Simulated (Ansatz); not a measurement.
# Is ZnCd in the Bh ordering a stable metal?, part 2 of 3

The plan: relax ZnCd in the Bh ordering, check its phonons, and, if the lattice is stable, compute its Eliashberg function and ρ(T).

Ansatz 0.2.0; DFT PBE, scalar-relativistic, plane waves, PAW.

So far. Step 2 (Relaxing cell and atoms): The largest force is now zero by symmetry and the largest stress component 0.015 GPa. The relaxed cell has a = 3.066, c = 4.673 Å (conventional setting).

The structure was built from a prototype and need not be the compound's stable phase.

### 3. Tight relaxation

No force is left; the cell is relaxed once more with another smearing and tight thresholds.

Contents of input.yaml:

```yaml
crystal:
  lattice:
    - [3.0661568061, 0.0, 0.0]
    - [-1.533078403, 2.655369686, 0.0]
    - [0.0, 0.0, 4.6730181506]
  atoms:
    - { symbol: Cd, position: [0.3333333333, 0.6666666667, 0.25] }
    - { symbol: Zn, position: [0.6666666667, 0.3333333333, 0.75] }
kpoints:
  mp_grid: { grid: [12, 12, 6] }
hamiltonian:
  xc: pbe
scf:
  occupations: { method: methfessel_paxton, width: 0.2 }
output:
  forces: true
  stress: true
  eigenvalues: true
relax:
  adjacent_minimum: "off"
  f_tol: 0.001
  max_steps: 60
  cell: { stress_tol: 0.01 }
```

On the command line:

```sh
$ ansatz run input.yaml --threads 4 --pin off --max-ram 8192MiB --backend cpu --events-out ev --progress --plain --runs-dir out
```

Numbers of over 12 decimals in the logs are rounded to 6 here.

The log of the run:

```text
[the first part of the log is left out]
  E_hartree    = 2097.975186
  E_xc         = -314.269263
  E_vxc        = -274.016336  (∫ρ·V_xc dr)
  E_paw        = -5907.862687  (= ΣΔE_a)
  E_vpaw       = -931.754400  (= ΣTr[D̂ρ^β])
  E_aug_tail   = -0.000350  (compensation charges beyond the density's cutoff)
  E_ewald      = -4093.743736
  E_smearing   = 0.002369  (= −TS)
  E_closure    = 0.000000  (closes the sum)
  Σ components = -11573.309966   (vs F -11573.309966, Δ=0.00e0)
[...]
--- Stress (GPa, compression-positive) ---
       -0.004079      -0.000000       0.000000
       -0.000000      -0.004079       0.000000
        0.000000       0.000000      -0.002846
  P = ⅓ Tr σ = -0.0037 GPa (-0.037 kbar)
--- Band table (eV; the first three rows and the last of 76) ---
[...]
--- Relaxed structure (3 steps of the walk, 3 accepted, 1 SCFs on fresh bases) ---
[...]
cell:  # Å, volume = 38.0260 Å³
    - [3.067708, -2.8882241153189487e-11, 0.0]
    - [-1.533854, 2.656713, 0.0]
    - [0.0, 0.0, 4.665752]
  atoms:
    - { symbol: Cd, position: [0.333333, 0.666667, 0.250000] }
    - { symbol: Zn, position: [0.666667, 0.333333, 0.75] }
```

Run time: 4.4 s. Hardware: 4 threads of Intel Xeon Platinum 8488C (Sapphire Rapids), shared host; peak memory 0.48 GiB.

Step by step:

| step | energy less that of the first step (eV) | largest force component (eV/Å) | pressure (GPa) | volume (Å³) |
| --- | --- | --- | --- | --- |
| 1 | 0.0000 | 0.0000 | -0.04 | 38.05 |
| 2 | 0.0000 | 0.0000 | 0.00 | 38.02 |
| 3 | 0.0000 | 0.0000 | 0.00 | 38.03 |
| 4 | 0.0000 | 0.0000 | 0.00 | 38.03 |

The log counts 1 steps on a newly chosen plane-wave basis, not all of them marked here; energy and pressure can jump at such steps.

| conventional cell, symmetrised | before | after | change |
| --- | --- | --- | --- |
| a (Å) | 3.066 | 3.068 | +0.1 % |
| b (Å) | 3.066 | 3.068 | +0.1 % |
| c (Å) | 4.673 | 4.666 | -0.2 % |
| volume (Å³/atom) | 19.02 | 19.01 | -0.1 % |

The relaxed structure:

```xyz
2
Lattice="3.0677 0.0000 0.0000 -1.5339 2.6567 0.0000 0.0000 0.0000 4.6658" Properties=species:S:1:pos:R:3 pbc="T T T"
Cd    0.0000    1.7711    1.1664
Zn    1.5339    0.8856    3.4993
```

Numbers from this step:

```
pressure        : -0.003668 GPa
volume per atom : 19.01 Å³
```

The largest force is now zero by symmetry and the largest stress component 0.0041 GPa, small enough for phonons.

### 4. Phonons: q 2×2×1, k 6×6×4

Couplings are defined for a stable lattice alone, so phonons come first.

Contents of input.yaml:

```yaml
crystal:
  lattice:
    - [3.0677083637, 0.0, 0.0]
    - [-1.5338541818, 2.6567133743, 0.0]
    - [0.0, 0.0, 4.6657523614]
  atoms:
    - { symbol: Cd, position: [0.3333333333, 0.6666666667, 0.25] }
    - { symbol: Zn, position: [0.6666666667, 0.3333333333, 0.75] }
kpoints:
  mp_grid: { grid: [6, 6, 4] }
hamiltonian:
  xc: pbe
scf:
  occupations: { method: methfessel_paxton, width: 0.2 }
output:
  eigenvalues: true
phonons:
  method: dfpt
  qmesh: [2, 2, 1]
  temperatures: { t_max: 1000, t_step: 50 }
  qpath:
    path:
      - [[0.0, 0.0, 0.0], [0.5, 0.0, 0.0], [0.33333333, 0.33333333, 0.0], [0.0, 0.0, 0.0], [0.0, 0.0, 0.5], [0.5, 0.0, 0.5], [0.33333333, 0.33333333, 0.5], [0.0, 0.0, 0.5]]
      - [[0.5, 0.0, 0.5], [0.5, 0.0, 0.0]]
      - [[0.33333333, 0.33333333, 0.5], [0.33333333, 0.33333333, 0.0]]
    npoints: 10
```

The log of the run:

```text
[...]
Crystal: 2 atoms, lattice volume = 38.026 Å³
Basis set: ecut = 420 eV, 735 PW (Γ), exchange–correlation on 48×48×64 points (8 copies of the dense FFT grid, shifted against one another)
Bands: 20, of which v1, the nominal top of the filled ones, is band 16 counted from 1 (15 counted from 0)
Symmetry: 12 space group operations
k-points: 21 of 144 (time reversal used)
[...]
SCF iter   1: F=—  HF=-11573.203192 eV  |F-HF|=—  |Δ(HF+E_count)|=         —  Δρ=2.28e-3  dr2=1.69e-3  ethr=1.77e-3  ⟨swp⟩=5.0  Hψ=1702  notcnv=0
[...]
SCF iter   9: F=-11573.203681 eV  HF=-11573.203681 eV  |F-HF|=5.46e-12  |Δ(HF+E_count)|=  2.00e-11  S|Δr|=    0.00e0  Δρ=1.26e-7  dr2=5.55e-12  ethr=1.00e-12  ⟨swp⟩=4.1  Hψ=2034  notcnv=0
SCF 1 converged in 9 iterations: F = -11573.203681 eV  dr2 = 5.55e-12
[...]
phonons: the bands overlap, so this run is a metal and interpolates without the dipole-dipole term. If the crystal is really an insulator or semiconductor, its LO-TO splitting is missing
NSCF: frozen V_eff on 21 k-points
WARN: eigensolver did not converge (k=2): 1 band(s) unlocked after 20 sweeps at ethr=1.04e-12 eV (storage-precision floor; scheduled 1.00e-12 eV) (lowest unlocked band 19, counted from 0; max residual 8.84e-6 eV among the unlocked bands, 8.84e-6 eV over every band; other slots of this pass that fall short are told together in one closing line; warning suppressed until the next SCF loop or pass starts)
WARN: eigensolver did not converge in 2 slots of this pass, the one above among them; of largest residual over every band (k=12): 1 band(s) unlocked (lowest unlocked band 19, counted from 0; max residual 2.73e-5 eV among the unlocked bands, 2.73e-5 eV over every band); of lowest unlocked band (k=2): band 19
[...]
DFPT response loops at q = (0, 0, 0) (fractional): preconditioner auto → Kerker (q_TF=auto, 2.651 Å⁻¹) (partly filled bands, converged f_vac=0.000); β = 1.00, the filter's whole step (`scf.mixing.beta` (0.50) is not read by the response loops under this deck's `scf.mixing.preconditioner`; to damp them name `kerker` or `kerker_dos`, under which they read `scf.mixing.beta`, and type it under 1.00, their step now; both keys bind the ground state too); Broyden in place of MSR1
[...]
SCF converged after 9 iterations
Stability not checked: this state was not tested for a lower state beside it, because cold or Methfessel-Paxton smearing, or corrected tetrahedra, fill the levels in a way that the test cannot read (fill_not_monotonic; see scf.lower_state_search)
Free energy (F): -11573.203681 eV
[...]
Internal energy: -11573.206941 eV  (E = F + TS)
E sigma→0 (E₀):  -11573.204496 eV
Entropy (-TS):   0.003260 eV (1.630 meV/atom)
Fermi energy:    12.631348 eV
[...]
--- Band table (eV; the first three rows and the last of 21) ---
  k-point 0: bands = [... 12 lower, 5.2912, 5.4942, 5.4942, 10.5588, 12.1307, 24.3457, 24.3457, 25.6128]
  k-point 1: bands = [... 12 lower, 5.3092, 5.4897, 5.4897, 7.8553, 15.6636, 24.6456, 24.6456, 25.4978]
  k-point 2: bands = [... 12 lower, 5.3752, 5.4777, 5.4777, 5.5440, 20.3300, 20.8228, 24.9957, 24.9957]
  k-point 20: bands = [... 12 lower, 5.3702, 5.5011, 12.7083, 12.9438, 12.9822, 13.8129, 14.0811, 14.3046]
--- Phonons (Γ-DFPT): 4 representative perturbations + reference (Σ response iterations 16) ---
  ASR residual: 5.258e-5 → 0.000e0 eV/Å²; symmetrization residual: 2.680e-5 eV/Å²
  ASR residual per site (eV/Å²): 5.26e-5 4.84e-5
  Γ frequencies (cm⁻¹): 0.00 0.00 0.00 64.26 64.26 163.17
--- Phonons (arbitrary-q DFPT): 2 irreducible q on the 2×2×1 mesh ---
  q = [0.0000, 0.0000, 0.0000] (star 1, of the zone-centre solve; hermiticity 1.32e-5, symmetrization 8.30e-11): -0.00 -0.00 0.00 64.26 64.26 163.17
  q = [0.0000, -0.5000, 0.0000] (star 3, 6 solved perturbations on 39 of 144 k-point pairs; hermiticity 2.19e-6, symmetrization 9.02e-10): -11.98 53.72 69.81 84.38 112.51 138.82
  sum rule: each row above includes the acoustic sum rule's correction from the zone centre's row sums; it moved no ω² by more than (0.45 cm⁻¹)²
  mesh force constants: q→R imaginary residual 6.99e-18; ASR residual 5.258e-5 → 0.000e0 eV/Å²; symmetrization residual 2.665e-15 eV/Å²
  interpolated dispersion: 93 rows × 6 modes
  density of states and harmonic sums: on the 24×24×13 q-mesh, interpolated from the force constants of a 2×2×1 supercell (no non-analytic term)
  largest difference from the sums on the solved wave vectors: F 3.83e-1 eV, S 5.11e-4 and C_V 1.28e-4 eV/K
  zero-point energy: 0.029036 eV/cell   skipped modes (ω ≤ 0): 15, of them read as no rigid motion or as one in doubt: 12 (1.562e-2 modes/cell left out, lowest -11.98 cm⁻¹)   left out of the sums: 2.67e-3 of the cell's modes: C_V's classical limit lies that fraction below 3 k_B per atom; for a crystal, a wire or a layer, F and S can be off by more, and a phonons.interpolated_qmesh denser along its periods is the remedy for the sampling
```

The job ended after 6.5 s (4 threads; peak memory 0.55 GiB).

This step gave:

```
share of imaginary modes in the plain interpolation between solved wavevectors : 0.0019
highest frequency, solved or plainly interpolated                              : 163.2 cm⁻¹
```

Solved on the 2×2×1 mesh alone; all other wavevectors are interpolated, and an axis with one point has no dispersion of its own. The phonon branches at the labelled points (cm⁻¹):

| point | branch 1 | branch 2 | branch 3 | branch 4 | branch 5 | branch 6 |
| --- | --- | --- | --- | --- | --- | --- |
| Γ | 0 | 0 | 0 | 64 | 64 | 163 |
| halfway | 17 | 30 | 64 | 68 | 103 | 142 |
| M | -12 | 54 | 70 | 84 | 112 | 139 |
| halfway | 33 | 53 | 76 | 90 | 110 | 132 |
| K | 54 | 55 | 68 | 106 | 112 | 118 |
| halfway | 30 | 34 | 57 | 84 | 106 | 136 |
| Γ | 0 | 0 | 0 | 64 | 64 | 163 |
| halfway | 24 | 24 | 60 | 60 | 60 | 152 |
| A | 39 | 39 | 51 | 51 | 99 | 130 |
| halfway | 37 | 55 | 74 | 82 | 98 | 120 |
| L | 14 | 60 | 67 | 92 | 109 | 134 |
| halfway | 40 | 57 | 85 | 85 | 108 | 128 |
| H | 54 | 68 | 68 | 106 | 112 | 112 |
| halfway | 40 | 65 | 76 | 77 | 104 | 117 |
| A | 39 | 39 | 51 | 51 | 99 | 130 |
| jump to L | 14 | 60 | 67 | 92 | 109 | 134 |
| halfway | 4 | 57 | 69 | 88 | 111 | 136 |
| M | -12 | 54 | 70 | 84 | 112 | 139 |
| jump to H | 54 | 68 | 68 | 106 | 112 | 112 |
| halfway | 54 | 61 | 68 | 106 | 112 | 115 |
| K | 54 | 55 | 68 | 106 | 112 | 118 |

The phonon branches as a text plot (rows in cm⁻¹):

```
    160 |**                 ****
    152 |  **              *    *
    145 |                 *      *
    138 |    *  ***      *                               ****
    130 |      *   *    *         ***    ****         ***
    123 |     **    * **             ** *    *  **  **
    116 |    *  *    *  *              **     *   **       ******
    108 |        ******* *             * *********      ***  ****
    101 |              *           *  *            *   *
     94 |   *      *      *       * **   *** *  *   * * **
     87 |       ***     **              *   *    *  **    ***
     79 |  *  **  *       **     *    **    **  **** *
     72 | *  * *** ** **   **        ** *  *  *   * *     ***
     65 |******      *  *   ****     *  ***   ** * * *  **   ****
     57 |   *        *   *      **  * **  ***** *   * * ****   **
     50 |  *   *********  **      ***          **    ***    *****
     43 |     *    *   **   *      ***       *   *******
     35 | *  *          **     *  *   **    *
     28 |         *      **      *      *
     21 |* **              * *  *          *
     14 | *****             *  *         **             **
      6 |*       *           *                            *
     -1 |      *              *
     -8 |       *                                          **
         Γ      M    K        Γ   A       L    H       A|L M|H  K
```

Lowest modes at the softest wavevector of the mesh. Modes at q = (0.500, 0.000, 0.000), with each element's share of the kinetic energy (negative means imaginary):

| mode | frequency (cm⁻¹) | Cd % | Zn % |
| --- | --- | --- | --- |
| 1 | -12.0 | 7 | 93 |
| 2 | 53.7 | 92 | 8 |
| 3 | 69.8 | 93 | 7 |
| 4 | 84.4 | 11 | 89 |
| 5 | 112.5 | 8 | 92 |
| 6 | 138.8 | 89 | 11 |

Displacements in mode 1 (-12.0 cm⁻¹), the largest set to 1, in the home cell:
```
Cd1  0.12 -0.20  0.00
Zn2  0.58 -1.00  0.00
```

Displacements in mode 4 (84.4 cm⁻¹), the largest set to 1, in the home cell:
```
Cd1  0.27  0.16  0.00
Zn2 -1.00 -0.58  0.00
```

Among the solved wavevectors the lowest mode, translations apart, is -12 cm⁻¹, imaginary.

(Part 2 of 3 ends here.)

[Logs are printed without paths, hosts, clocks, repeated set-up lines and the standing remarks that a program may print on its own settings, such as how far it seeks lower states.]

[Hosts, paths, dates, database ids (printed as entryN), source tags and the programs' standing remarks are cut or masked in the printed files.]
